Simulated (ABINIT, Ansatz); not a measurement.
# KTaO3 (Pm-3m): zone-centre phonons, part 3 of 4

Wanted: the vibrations of KTaO3 (Pm-3m) at Γ, by two programs.

ABINIT 10.8.3; DFT LDA, scalar-relativistic, plane waves, PseudoDojo norm-conserving pseudopotentials.

So far, mean static dielectric tensor (ions relaxed, fixed cell): step 7 (modes with the sum rule) 209. The relaxed cell has a = 3.939 Å (conventional setting).

### Step 8. Sum rules set otherwise (asr 0)

Without the rule the raw error of the acoustic modes shows.

anaddb.abi reads:

```
ddb_filepath "gamma_DDB"
output_file "anaddb.abo"
outdata_prefix "anaddb"
asr 0
chneut 0
enunit 2
eivec 1
nph1l 1
qph1l 0.0 0.0 0.0 1.0
dieflag 1
nph2l 3
qph2l 
    1.0 0.0 0.0 0.0
    0.0 0.0 1.0 0.0
    1.0 1.0 1.0 0.0
```

mrgddb.in reads:

```
gamma_DDB
merged
2
dfpt_gammao_DS2_DDB
gso_DDB
```

Launch:

```
> mrgddb < mrgddb.in > mrgddb.log
> OMP_NUM_THREADS=1 anaddb anaddb.abi > anaddb.log
```

anaddb.abo, the main output file:

```text
[banners, grids, parts of the stress and lines that vanish by symmetry left out]
-outvars_anaddb: echo values of input variables ----------------------

 Flags :
[...]
Dielectric Tensor and Effective Charges
[...]
Effective charge tensors after
[...]
Phonon wavevector (reduced coordinates) :  0.00000  0.00000  0.00000
 Phonon energies in Hartree :
[...]
Phonon energies in meV     :
- -1.684932E-01 -1.684931E-01 -1.684931E-01  1.122417E+01  1.122417E+01
-  1.122417E+01  2.285527E+01  2.285527E+01  2.285527E+01  3.079792E+01
-  3.079792E+01  3.079792E+01  6.872251E+01  6.872251E+01  6.872251E+01
 Phonon frequencies in cm-1    :
- -1.358989E+00 -1.358989E+00 -1.358989E+00  9.052904E+01  9.052904E+01
-  9.052904E+01  1.843402E+02  1.843402E+02  1.843402E+02  2.484020E+02
-  2.484020E+02  2.484020E+02  5.542844E+02  5.542844E+02  5.542844E+02
 Phonon frequencies in Thz     :
- -4.074146E-02 -4.074146E-02 -4.074145E-02  2.713992E+00  2.713992E+00
-  2.713992E+00  5.526381E+00  5.526381E+00  5.526381E+00  7.446905E+00
-  7.446905E+00  7.446905E+00  1.661703E+01  1.661703E+01  1.661703E+01
 Phonon energies in Kelvin  :
- -1.955282E+00 -1.955282E+00 -1.955281E+00  1.302511E+02  1.302511E+02
-  1.302511E+02  2.652244E+02  2.652244E+02  2.652244E+02  3.573951E+02
-  3.573951E+02  3.573951E+02  7.974916E+02  7.974916E+02  7.974916E+02
[...]
-  1  0.00000000E+00  0.00000000E+00 -1.43081614E-03
-     0.00000000E+00  0.00000000E+00  0.00000000E+00
-  2  0.00000000E+00  0.00000000E+00 -1.43009614E-03
-     0.00000000E+00  0.00000000E+00  0.00000000E+00
-  3  0.00000000E+00  0.00000000E+00 -1.43252415E-03
-     0.00000000E+00  0.00000000E+00  0.00000000E+00
-  4  0.00000000E+00  0.00000000E+00 -1.43252415E-03
-     0.00000000E+00  0.00000000E+00  0.00000000E+00
-  5  0.00000000E+00  0.00000000E+00 -1.43182727E-03
-     0.00000000E+00  0.00000000E+00  0.00000000E+00
[...]
-  1  0.00000000E+00 -1.43081614E-03  0.00000000E+00
-     0.00000000E+00  0.00000000E+00  0.00000000E+00
-  2  0.00000000E+00 -1.43009614E-03  0.00000000E+00
-     0.00000000E+00  0.00000000E+00  0.00000000E+00
-  3  0.00000000E+00 -1.43252415E-03  0.00000000E+00
-     0.00000000E+00  0.00000000E+00  0.00000000E+00
-  4  0.00000000E+00 -1.43182727E-03  0.00000000E+00
-     0.00000000E+00  0.00000000E+00  0.00000000E+00
-  5  0.00000000E+00 -1.43252415E-03  0.00000000E+00
-     0.00000000E+00  0.00000000E+00  0.00000000E+00
[...]
-  1  1.43081614E-03  0.00000000E+00  0.00000000E+00
-     0.00000000E+00  0.00000000E+00  0.00000000E+00
-  2  1.43009614E-03  0.00000000E+00  0.00000000E+00
-     0.00000000E+00  0.00000000E+00  0.00000000E+00
-  3  1.43182727E-03  0.00000000E+00  0.00000000E+00
-     0.00000000E+00  0.00000000E+00  0.00000000E+00
-  4  1.43252415E-03  0.00000000E+00  0.00000000E+00
-     0.00000000E+00  0.00000000E+00  0.00000000E+00
[...]
-  5  2.12495309E-03  0.00000000E+00  0.00000000E+00
-     0.00000000E+00  0.00000000E+00  0.00000000E+00
[...]
-     1         -0.000000     0.000000     0.019453     0.019453
-     2         -0.000000     0.019453    -0.000000     0.019453
[...]
-   1     Real    0.0000E+00  0.0000E+00  3.8776E-09  0.0000E+00  0.0000E+00  3.0284E-14  3.8776E-09
[...]
-   2     Real    0.0000E+00  3.8776E-09  0.0000E+00 -3.0975E-14  0.0000E+00 -3.0284E-14  3.8776E-09
[...]
-   3     Real    3.8776E-09  0.0000E+00  0.0000E+00  3.0975E-14  0.0000E+00  0.0000E+00  3.8776E-09
[...]
-   4     Real    0.0000E+00  2.2467E-13  1.0936E-03  0.0000E+00  2.8602E-10 -1.5675E-08  1.0936E-03
[...]
-   5     Real    2.6297E-14  1.0936E-03  2.2467E-13  5.3628E-09  7.6864E-14  1.5675E-08  1.0936E-03
[...]
-   6     Real    1.0936E-03  2.6297E-14  0.0000E+00 -5.3628E-09 -2.8610E-10  0.0000E+00  1.0936E-03
[...]
-   7     Real    0.0000E+00  0.0000E+00  1.2939E-04  0.0000E+00 -1.7590E-11  2.2001E-10  1.2939E-04
[...]
-   8     Real    0.0000E+00  1.2939E-04  0.0000E+00 -3.3501E-10  0.0000E+00 -2.2001E-10  1.2939E-04
[...]
-   9     Real    1.2939E-04  0.0000E+00  0.0000E+00  3.3501E-10  1.7589E-11  0.0000E+00  1.2939E-04
[...]
-  10     Real    0.0000E+00  0.0000E+00  0.0000E+00  0.0000E+00  0.0000E+00  0.0000E+00  0.0000E+00
[...]
-  11     Real    0.0000E+00  0.0000E+00  0.0000E+00  0.0000E+00  0.0000E+00  0.0000E+00  0.0000E+00
[...]
-  12     Real    0.0000E+00  0.0000E+00  0.0000E+00  0.0000E+00  0.0000E+00  0.0000E+00  0.0000E+00
[...]
-  13     Real    0.0000E+00  0.0000E+00  6.7249E-04  0.0000E+00  0.0000E+00  0.0000E+00  6.7249E-04
[...]
-  14     Real    0.0000E+00  6.7249E-04  0.0000E+00 -9.3653E-10  0.0000E+00  0.0000E+00  6.7249E-04
[...]
-  15     Real    6.7249E-04  0.0000E+00  0.0000E+00  9.3653E-10  0.0000E+00  0.0000E+00  6.7249E-04
[...]
Phonon at Gamma, with non-analyticity in the
[...]
Phonon energies in Hartree :
[...]
Phonon energies in meV     :
[...]
Phonon frequencies in cm-1    :
[...]
Phonon frequencies in Thz     :
[...]
Phonon energies in Kelvin  :
[...]
-  2.529239E+02  2.652244E+02  2.652244E+02  3.573951E+02  3.573951E+02
-  3.573951E+02  5.746389E+02  7.974916E+02  7.974916E+02  1.178167E+03
[...]
-  1  0.00000000E+00  0.00000000E+00  1.43081614E-03
-     0.00000000E+00  0.00000000E+00  0.00000000E+00
-  2  0.00000000E+00  0.00000000E+00  1.43009614E-03
-     0.00000000E+00  0.00000000E+00  0.00000000E+00
-  3  0.00000000E+00  0.00000000E+00  1.43252415E-03
-     0.00000000E+00  0.00000000E+00  0.00000000E+00
-  4  0.00000000E+00  0.00000000E+00  1.43252415E-03
-     0.00000000E+00  0.00000000E+00  0.00000000E+00
-  5  0.00000000E+00  0.00000000E+00  1.43182727E-03
-     0.00000000E+00  0.00000000E+00  0.00000000E+00
[...]
Phonon at Gamma, with non-analyticity in the
[...]
Phonon energies in Hartree :
[...]
Phonon energies in meV     :
- -1.684931E-01 -1.684931E-01 -1.672526E-01  1.122417E+01  1.122417E+01
-  2.179530E+01  2.285527E+01  2.285527E+01  3.079792E+01  3.079792E+01
-  3.079792E+01  4.951855E+01  6.872251E+01  6.872251E+01  1.015266E+02
 Phonon frequencies in cm-1    :
- -1.358989E+00 -1.358989E+00 -1.348984E+00  9.052904E+01  9.052904E+01
[...]
Phonon frequencies in Thz     :
[...]
Phonon energies in Kelvin  :
[...]
Phonon at Gamma, with non-analyticity in the
[...]
Phonon energies in Hartree :
[...]
Phonon energies in meV     :
[...]
Phonon frequencies in cm-1    :
[...]
Phonon frequencies in Thz     :
[...]
Phonon energies in Kelvin  :
[...]
-  2.529239E+02  2.652244E+02  2.652244E+02  3.573951E+02  3.573951E+02
-  3.573951E+02  5.746389E+02  7.974916E+02  7.974916E+02  1.178167E+03
[...]
-  4  1.70582770E-03  2.66399763E-03 -5.78456711E-04
-     0.00000000E+00  0.00000000E+00  0.00000000E+00
-  5  1.70582770E-03 -1.12737099E-03  1.36690346E-03
-     0.00000000E+00  0.00000000E+00  0.00000000E+00
[...]
Direction                     Dielectric constant
[...]
0.00000   0.00000   1.00000    210.12795119
   1.00000   1.00000   1.00000    210.12795118
-
```

Elapsed: 0.5 s, on 1 thread of Arm Neoverse V2, shared host.

This step gave:

- lowest optical zone-centre mode: 90.53 cm⁻¹
- mean static dielectric constant: 210.1

Zone-centre frequencies as printed; negative means imaginary. Modes:

```
mode  frequency (cm⁻¹)
   1             -1.36
   2             -1.36
   3             -1.36
   4             90.53
   5             90.53
   6             90.53
   7             184.3
   8             184.3
   9             184.3
  10             248.4
  11             248.4
  12             248.4
  13             554.3
  14             554.3
  15             554.3
```

(Part 3 of 4 ends here.)

[Host names and launcher messages were left out of these logs when they were recorded.]

[Logs are printed without paths, hosts, clocks, repeated set-up lines and the standing remarks that a program may print on its own settings, such as how far it seeks lower states.]

[Hosts, paths, dates, database ids (printed as entryN), source tags and the programs' standing remarks are cut or masked in the printed files.]
